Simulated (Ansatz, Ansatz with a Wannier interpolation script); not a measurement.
**Settings in Wannier-interpolated G0W0: PNO (Cc)**

Wanted: errors and cost of interpolated bands of PNO (Cc) under coarser or faulty settings.

Main program and level: Ansatz 0.2.0; maximally localised Wannier functions, LDA, plane waves, PAW.

### 1. Set-up

Symmetry: Cc, No. 9, monoclinic system. The conventional cell has a = 6.556 Å, b = 6.572 Å, c = 4.620 Å, α = 90.00°, β = 130.96°, γ = 90.00°. Nearest to P lie 2 N at 1.55 Å and 2 O at 1.60 Å. N has 2 P at 1.55 Å nearest. Nearest to O lie 2 P at 1.60 Å. Farther neighbours and most contacts between anions are not listed.

The cell and positions are those that the Materials Project relaxed with its own functionals (PBE, PBE+U or r2SCAN), kept fixed. The default PAW set here is soft_2. Its files were made with PBE.

### 2. Wannier model on 8×8×8

Localised functions give a small Hamiltonian that interpolates between mesh points at no cost.

Contents of input.yaml:

```yaml
crystal:
  lattice:
    - [3.278002254, -3.2861133804, 0.0]
    - [3.278002254, 3.2861133804, 0.0]
    - [-3.0285518603, 0.0, 3.4888659548]
  atoms:
    - { symbol: P, position: [0.7304096, 0.01031392, 0.00016709] }
    - { symbol: P, position: [0.01031392, 0.7304096, 0.50016709] }
    - { symbol: "N", position: [0.74286473, 0.38254462, 0.24963269] }
    - { symbol: "N", position: [0.38254462, 0.74286473, 0.74963269] }
    - { symbol: O, position: [0.88308961, 0.00077752, 0.75020022] }
    - { symbol: O, position: [0.00077752, 0.88308961, 0.25020022] }
kpoints:
  mp_grid: { grid: [4, 4, 4] }
hamiltonian:
  xc: lda
scf:
  occupations: { method: fixed }
  n_extra_bands: 39
output:
  wannier:
    kmesh: [8, 8, 8]
    projections:
      - { species: "N", l: p, shell: 2 }
      - { species: O, l: p, shell: 2 }
      - { species: P, l: s, shell: 3 }
      - { species: P, l: p, shell: 3 }
    minimise: true
    write_hr: true
    seedname: w
    conv_tol: 1.0e-07
    max_iter: 4000
    disentanglement:
      window: [-1.5, 19.15]
      frozen_window: [-1.5, 12.02]
      conv_tol: 1.0e-08
```

Launch:

```bash
$ ansatz run input.yaml --threads 8 --pin off --max-ram 14745MiB --backend cpu --events-out ev --progress --plain --runs-dir out
```

Numbers of over 12 decimals in the logs are rounded to 6 here.

The program printed:

```text
scf.n_extra_bands = 39 over 16 filled bands (N_el = 32.0): the run solves 55 bands
Engine: ansatz 0.2.0, aarch64-unknown-linux-gnu
Pseudopotentials: kind: paw
Pseudopotential: P, paw, valence charge 5, recommended cutoff 420 eV (normal), P.paw.azcp
Pseudopotential: N, paw, valence charge 5, recommended cutoff 420 eV (normal), N.paw.azcp
Pseudopotential: O, paw, valence charge 6, recommended cutoff 420 eV (normal), O.paw.azcp
Functional definition: SPW92
  exchange = slater_x
  correlation = pw_c
Crystal: 6 atoms, lattice volume = 75.163 Å³
Basis set: ecut = 420 eV, 1455 PW (Γ)
Bands: 55, of which v1, the nominal top of the filled ones, is band 16 counted from 1 (15 counted from 0)
Symmetry: 2 space group operations
Space group: Cc (ITA 9), of the structure as read, at distance tolerance 4.2e-5 Å
k-points: 24 of 64 (time reversal used)
Non-local potential: P, projectors of the file, l = 0: 2, l = 1: 2, l = 2: 2
Non-local potential: N, projectors of the file, l = 0: 2, l = 1: 2, l = 2: 1
Non-local potential: O, projectors of the file, l = 0: 2, l = 1: 2, l = 2: 1
PAW form: soft (Blöchl's): semilocal exchange-correlation on the pseudo side does not see the compensation charge
PAW frozen core: P, regenerated for the run's functional, and the local potential with it (the file was generated under x = pbe(κ = 0.804, μ = 0.219515), c = pbe(β = 0.066725))
PAW frozen core: N, regenerated for the run's functional, and the local potential with it (the file was generated under x = pbe(κ = 0.804, μ = 0.219515), c = pbe(β = 0.066725))
PAW frozen core: O, regenerated for the run's functional, and the local potential with it (the file was generated under x = pbe(κ = 0.804, μ = 0.219515), c = pbe(β = 0.066725))
PAW one-centre angular grid: P, 110 points (default); XC on 64 Gauss nodes
PAW one-centre angular grid: N, 110 points (default); XC on 64 Gauss nodes
PAW one-centre angular grid: O, 110 points (default); XC on 64 Gauss nodes
Initial density: superposition of atomic densities (neutral atoms: chi_scale 0, normalization atom), corrected by the library's trained network
Initial wavefunctions: pseudopotential atomic-orbital guess
Functional: x = slater, c = lda
SCF iter   1: F=—  HF=-3312.559623 eV  |F-HF|=—  |Δ(HF+E_count)|=         —  Δρ=1.13e-2  dr2=8.54e-2  ethr=1.77e-3  ⟨swp⟩=5.0  Hψ=5226  notcnv=0  defer=872
preconditioner: auto → none  [insulator: Δε(μ)=4.877 eV  Ē_g=27.855 eV  n_scr=14 (ndim 8)  ℏωp=24.2 eV  f_vac=0.144  ε∞_Penn≈1.8]
SCF iter   2: F=—  HF=-3312.538447 eV  |F-HF|=—  |Δ(HF+E_count)|=   2.12e-2  Δρ=5.16e-3  dr2=1.04e-2  ethr=2.67e-4  ⟨swp⟩=3.1  Hψ=1821  notcnv=0  defer=886
SCF iter   3: F=—  HF=-3312.535083 eV  |F-HF|=—  |Δ(HF+E_count)|=   3.36e-3  Δρ=1.76e-3  dr2=9.86e-4  ethr=3.26e-5  ⟨swp⟩=2.9  Hψ=952  notcnv=0  defer=887
SCF iter   4: F=—  HF=-3312.534911 eV  |F-HF|=—  |Δ(HF+E_count)|=   1.72e-4  Δρ=8.15e-4  dr2=4.25e-4  ethr=3.08e-6  ⟨swp⟩=3.2  Hψ=1007  notcnv=0  defer=888
SCF iter   5: F=—  HF=-3312.534798 eV  |F-HF|=—  |Δ(HF+E_count)|=   1.13e-4  Δρ=9.26e-5  dr2=2.18e-6  ethr=1.33e-6  ⟨swp⟩=2.2  Hψ=822  notcnv=0  defer=887
SCF iter   6: F=—  HF=-3312.534796 eV  |F-HF|=—  |Δ(HF+E_count)|=   1.77e-6  Δρ=3.18e-5  dr2=2.03e-7  ethr=6.81e-9  ⟨swp⟩=2.9  Hψ=1134  notcnv=0  defer=882
SCF iter   7: F=-3312.534796 eV  HF=-3312.534796 eV  |F-HF|=2.80e-9  |Δ(HF+E_count)|=   2.78e-8  Δρ=4.33e-6  dr2=7.23e-9  ethr=3.13e-10  ⟨swp⟩=13.7  Hψ=11375  notcnv=0
SCF 1 converged in 7 iterations: F = -3312.534796 eV  dr2 = 7.23e-9
[...]
NSCF: frozen V_eff on 152 k-points
the Wannier pass solved 152 of the 512 points of its mesh, and has the states at the others by symmetry: states obtained by the crystal's operations at points that were solved too leave a residual of 3.95e-13 eV (read by the count's bands and the next), within 1.67e-5 eV
SCF converged after 7 iterations
Free energy (F): -3312.534796 eV
Harris-Foulkes:  -3312.534796 eV  (|F-HF|=2.80e-9)
Internal energy: -3312.534796 eV  (E = F + TS)
E sigma→0 (E₀):  -3312.534796 eV
Fermi energy:    4.000094 eV
--- Per-component energies (eV) ---
  E_band       = -137.710713
  E_kinetic    = 781.627316
  E_local      = -1881.826635  (includes V_loc(G=0)·N_el)
  E_nonlocal   = 259.339415
  E_hartree    = 651.474801
  E_xc         = -389.976748
  E_vxc        = -465.191110  (∫ρ·V_xc dr)
  E_paw        = -1614.122127  (= ΣΔE_a)
  E_vpaw       = -134.616076  (= ΣTr[D̂ρ^β])
  E_aug_tail   = 0.005416  (compensation charges beyond the density's cutoff)
  E_ewald      = -1119.644868
  E_core_change = 0.588634  (= ΣΔE_core)
  E_smearing   = -0.000000  (= −TS)
  E_closure    = 0.000000  (closes the sum)
  Σ components = -3312.534796   (vs F -3312.534796, Δ=0.00e0)
--- Band table (eV; the first three rows and the last of 24) ---
  k-point 0: bands = [... 12 lower, 2.0562, 2.1715, 3.4163, 3.4616, 9.0186, 9.4463, 11.4966, 12.2559, ... 35 higher]
  k-point 1: bands = [... 12 lower, 1.8772, 2.1110, 3.2018, 3.3005, 9.8490, 10.6501, 11.2642, 12.1339, ... 35 higher]
  k-point 2: bands = [... 12 lower, 1.9133, 1.9133, 3.1325, 3.1325, 11.0059, 11.0059, 12.2200, 12.2200, ... 35 higher]
  k-point 23: bands = [... 12 lower, 2.6250, 2.6250, 3.0668, 3.0668, 10.4329, 10.4329, 11.6796, 11.6796, ... 35 higher]
Wannier search: line search 1 of at most 4000: gauge-dependent spread (as the search counts it) 69.3046581 Å², largest recent change 2.8e1 Å² and fall left 2.9e0 Å² against conv_tol 1.0e-7 Å², 0 stops escaped
```

Elapsed: 31 s, on 8 threads of Arm Neoverse N1, shared host; peak memory 1.1 GiB; 3.2 min of CPU time.

In the SCF lines HF is the Harris–Foulkes energy and dr2 the Hartree energy of the density residual, in eV; the loop may stop once dr2 is under the threshold and the program's other checks hold. Hψ counts applications of the Hamiltonian.

Numbers from this step:

```
gauge-invariant spread     : 35.79 Å²
diagonal spread            : 0.1918 Å²
off-diagonal spread        : 6.007 Å²
total spread               : 41.99 Å²
least projectability       : 2.96e-6
localisation steps         : 42
disentanglement steps      : 1251
r.m.s. interpolation error : 3.21e-4 eV
r.m.s. error near the gap  : 4.06e-4 eV
```

Near the gap the model misses directly solved bands by 0.4 meV r.m.s. and by 3 meV at most in the window tested. This tests the starting bands, not the corrections carried with them.

### 3. Wannier model on 4×4×4

input.yaml, as its differences from that of step 2:

```diff
@@ -21,3 +21,3 @@
   wannier:
-    kmesh: [8, 8, 8]
+    kmesh: [4, 4, 4]
     projections:
```

The program printed:

```text
[...]
Crystal: 6 atoms, lattice volume = 75.163 Å³
Basis set: ecut = 420 eV, 1455 PW (Γ)
Bands: 55, of which v1, the nominal top of the filled ones, is band 16 counted from 1 (15 counted from 0)
Symmetry: 2 space group operations
[...]
k-points: 24 of 64 (time reversal used)
[...]
SCF iter   1: F=—  HF=-3312.559623 eV  |F-HF|=—  |Δ(HF+E_count)|=         —  Δρ=1.13e-2  dr2=8.54e-2  ethr=1.77e-3  ⟨swp⟩=5.0  Hψ=5226  notcnv=0  defer=872
[...]
SCF iter   7: F=-3312.534796 eV  HF=-3312.534796 eV  |F-HF|=2.80e-9  |Δ(HF+E_count)|=   2.78e-8  Δρ=4.33e-6  dr2=7.23e-9  ethr=3.13e-10  ⟨swp⟩=13.7  Hψ=11375  notcnv=0
SCF 1 converged in 7 iterations: F = -3312.534796 eV  dr2 = 7.23e-9
[...]
NSCF: frozen V_eff on 26 k-points
[...]
SCF converged after 7 iterations
Free energy (F): -3312.534796 eV
[...]
Internal energy: -3312.534796 eV  (E = F + TS)
E sigma→0 (E₀):  -3312.534796 eV
Fermi energy:    4.000094 eV
[...]
--- Band table (eV; the first three rows and the last of 24) ---
  k-point 0: bands = [... 12 lower, 2.0562, 2.1715, 3.4163, 3.4616, 9.0186, 9.4463, 11.4966, 12.2559, ... 35 higher]
  k-point 1: bands = [... 12 lower, 1.8772, 2.1110, 3.2018, 3.3005, 9.8490, 10.6501, 11.2642, 12.1339, ... 35 higher]
  k-point 2: bands = [... 12 lower, 1.9133, 1.9133, 3.1325, 3.1325, 11.0059, 11.0059, 12.2200, 12.2200, ... 35 higher]
  k-point 23: bands = [... 12 lower, 2.6250, 2.6250, 3.0668, 3.0668, 10.4329, 10.4329, 11.6796, 11.6796, ... 35 higher]
[...]
WARN: <dir> 12 periodic images of 12 elements of H(R) lie 4.88e-4 to 1.95e-3 Å beyond their element's nearest image, near the 9.77e-4 Å window within which an element is shared among its images; whether they share it moves the interpolated H(k) by 3.3e-3 eV (Frobenius norm, root mean square over the Brillouin zone); at the model's own mesh points H(k) does not change
```

Wall time 7.1 s (8 threads); peak memory 0.5 GiB.

Numbers from this step:

```yaml
gauge_invariant_spread: 31.00 Å²
diagonal_spread: 0.1645 Å²
off_diagonal_spread: 6.089 Å²
total_spread: 37.25 Å²
least_projectability: 4.89e-6
localisation_steps: 37
disentanglement_steps: 140
r_m_s_interpolation_error: 0.006295 eV
r_m_s_error_near_the_gap: 0.007438 eV
```

Near the gap the model misses directly solved bands by 7.4 meV r.m.s. and by 57 meV at most in the window tested. This tests the starting bands, not the corrections carried with them.

Frozen up to 8.02 eV; above it the model need not follow the bands. The electronic bands at the labelled points (eV, zero at the valence-band top; v1 is the highest filled band, c1 the lowest empty one):

```csv
point,v4,v3,v2,v1,c1,c2,c3,c4
Γ,-1.94,-1.83,-0.58,-0.54,5.02,5.45,7.50,8.26
halfway,-2.12,-1.89,-0.80,-0.70,5.85,6.65,7.26,8.13
A,-2.09,-2.09,-0.87,-0.87,7.01,7.01,8.24,8.24
halfway,-1.92,-1.92,-0.92,-0.92,6.77,6.77,8.18,8.18
I2,-1.58,-1.58,-0.99,-0.99,6.51,6.51,7.97,7.97
jump to I,-1.58,-1.58,-0.99,-0.99,6.51,6.51,7.97,7.97
halfway,-1.42,-1.42,-0.97,-0.97,6.44,6.44,7.74,7.74
M2,-1.38,-1.38,-0.93,-0.93,6.43,6.43,7.68,7.68
halfway,-1.90,-1.64,-0.69,-0.66,5.65,6.30,7.04,8.19
Γ,-1.94,-1.83,-0.58,-0.54,5.02,5.45,7.50,8.26
halfway,-2.48,-1.90,-0.60,-0.28,5.39,6.60,7.26,7.87
Y,-2.44,-2.10,-0.59,0.00,5.75,7.00,7.35,8.37
jump to L2,-2.69,-1.39,-0.78,-0.20,5.72,6.89,7.71,8.58
halfway,-2.39,-1.62,-0.69,-0.36,5.38,6.49,7.25,8.06
Γ,-1.94,-1.83,-0.58,-0.54,5.02,5.45,7.50,8.26
halfway,-2.06,-1.78,-0.85,-0.65,5.60,6.19,6.96,8.17
V2,-1.91,-1.74,-1.19,-0.90,6.31,6.71,7.56,8.03
```

The same for Kohn-Sham, solved directly:

```csv
point,v4,v3,v2,v1,c1,c2,c3,c4
Γ,-1.94,-1.83,-0.58,-0.54,5.02,5.45,7.50,8.26
A,-2.09,-2.09,-0.87,-0.87,7.01,7.01,8.22,8.22
I2,-1.58,-1.58,-0.99,-0.99,6.50,6.50,7.97,7.97
I,-1.58,-1.58,-0.99,-0.99,6.50,6.50,7.97,7.97
M2,-1.38,-1.38,-0.93,-0.93,6.43,6.43,7.68,7.68
Γ,-1.94,-1.83,-0.58,-0.54,5.02,5.45,7.50,8.26
Y,-2.44,-2.10,-0.59,0.00,5.75,7.00,7.35,8.37
L2,-2.69,-1.39,-0.78,-0.20,5.72,6.89,7.71,8.57
Γ,-1.94,-1.83,-0.58,-0.54,5.02,5.45,7.50,8.26
V2,-1.91,-1.74,-1.19,-0.90,6.31,6.71,7.56,8.03
```

### 4. A faulty Wannier input

input.yaml, as its differences from that of step 3:

```diff
@@ -32,5 +32,2 @@
     max_iter: 4000
-    disentanglement:
-      window: [-1.5, 19.15]
-      frozen_window: [-1.5, 12.02]
-      conv_tol: 1.0e-08
+    disentanglement: { window: [-1.5, 19.15] }
```

The program printed:

```text
[...]
Crystal: 6 atoms, lattice volume = 75.163 Å³
Basis set: ecut = 420 eV, 1455 PW (Γ)
Bands: 55, of which v1, the nominal top of the filled ones, is band 16 counted from 1 (15 counted from 0)
Symmetry: 2 space group operations
[...]
k-points: 24 of 64 (time reversal used)
[...]
SCF iter   1: F=—  HF=-3312.559623 eV  |F-HF|=—  |Δ(HF+E_count)|=         —  Δρ=1.13e-2  dr2=8.54e-2  ethr=1.77e-3  ⟨swp⟩=5.0  Hψ=5226  notcnv=0  defer=872
[...]
SCF iter   7: F=-3312.534796 eV  HF=-3312.534796 eV  |F-HF|=2.80e-9  |Δ(HF+E_count)|=   2.78e-8  Δρ=4.33e-6  dr2=7.23e-9  ethr=3.13e-10  ⟨swp⟩=13.7  Hψ=11375  notcnv=0
SCF 1 converged in 7 iterations: F = -3312.534796 eV  dr2 = 7.23e-9
[...]
SCF converged after 7 iterations
Free energy (F): -3312.534796 eV
[...]
Internal energy: -3312.534796 eV  (E = F + TS)
E sigma→0 (E₀):  -3312.534796 eV
Fermi energy:    4.000094 eV
[...]
--- Band table (eV; the first three rows and the last of 24) ---
  k-point 0: bands = [... 12 lower, 2.0562, 2.1715, 3.4163, 3.4616, 9.0186, 9.4463, 11.4966, 12.2559, ... 35 higher]
  k-point 1: bands = [... 12 lower, 1.8772, 2.1110, 3.2018, 3.3005, 9.8490, 10.6501, 11.2642, 12.1339, ... 35 higher]
  k-point 2: bands = [... 12 lower, 1.9133, 1.9133, 3.1325, 3.1325, 11.0059, 11.0059, 12.2200, 12.2200, ... 35 higher]
  k-point 23: bands = [... 12 lower, 2.6250, 2.6250, 3.0668, 3.0668, 10.4329, 10.4329, 11.6796, 11.6796, ... 35 higher]
[...]
```

The job ended after 7.4 s (8 threads; peak memory 0.5 GiB).

Numbers from this step:

```
gauge-invariant spread     : 30.77 Å²
diagonal spread            : 0.1617 Å²
off-diagonal spread        : 5.999 Å²
total spread               : 36.93 Å²
least projectability       : 4.77e-6
localisation steps         : 39
disentanglement steps      : 242
r.m.s. interpolation error : 0.01841 eV
r.m.s. error near the gap  : 0.01666 eV
```

No frozen window. Electronic bands along the path, in eV, zero at the valence-band top; v1 is the highest filled band, c1 the lowest empty one:

```csv
point,v4,v3,v2,v1,c1,c2,c3,c4
Γ,-1.94,-1.82,-0.56,-0.50,5.02,5.45,7.50,8.26
halfway,-2.12,-1.89,-0.80,-0.67,5.85,6.65,7.29,8.13
A,-2.08,-2.08,-0.86,-0.86,7.04,7.04,8.30,8.30
halfway,-1.91,-1.91,-0.91,-0.91,6.78,6.78,8.20,8.20
I2,-1.58,-1.58,-0.99,-0.99,6.51,6.51,7.97,7.97
jump to I,-1.58,-1.58,-0.99,-0.99,6.51,6.51,7.97,7.97
halfway,-1.42,-1.42,-0.97,-0.97,6.45,6.45,7.76,7.76
M2,-1.36,-1.36,-0.93,-0.93,6.44,6.44,7.69,7.69
halfway,-1.90,-1.62,-0.68,-0.66,5.65,6.31,7.06,8.19
Γ,-1.94,-1.82,-0.56,-0.50,5.02,5.45,7.50,8.26
halfway,-2.48,-1.90,-0.59,-0.26,5.39,6.60,7.26,7.87
Y,-2.44,-2.10,-0.59,0.01,5.75,7.01,7.36,8.37
jump to L2,-2.66,-1.36,-0.77,-0.19,5.72,6.91,7.78,8.60
halfway,-2.37,-1.61,-0.68,-0.34,5.38,6.50,7.26,8.10
Γ,-1.94,-1.82,-0.56,-0.50,5.02,5.45,7.50,8.26
halfway,-2.05,-1.78,-0.85,-0.63,5.61,6.20,6.96,8.18
V2,-1.91,-1.73,-1.19,-0.90,6.38,6.71,7.58,8.04
```

The same for Kohn-Sham, solved directly:

(Unchanged from step 3.)

The fault put into this input: nothing frozen.

[end of part 1 of 2]

[Paths, hosts, dates, memory and timing lines, banners, echoed tables and standing remarks are left out of the program output.]

[Logs are printed without paths, hosts, clocks, repeated set-up lines and the standing remarks that a program may print on its own settings, such as how far it seeks lower states.]

[Runs of the session that timed out or met a known fault of the program may be left out.]

[Hosts, paths, dates, database ids (printed as entryN), source tags and the programs' standing remarks are cut or masked in the printed files.]
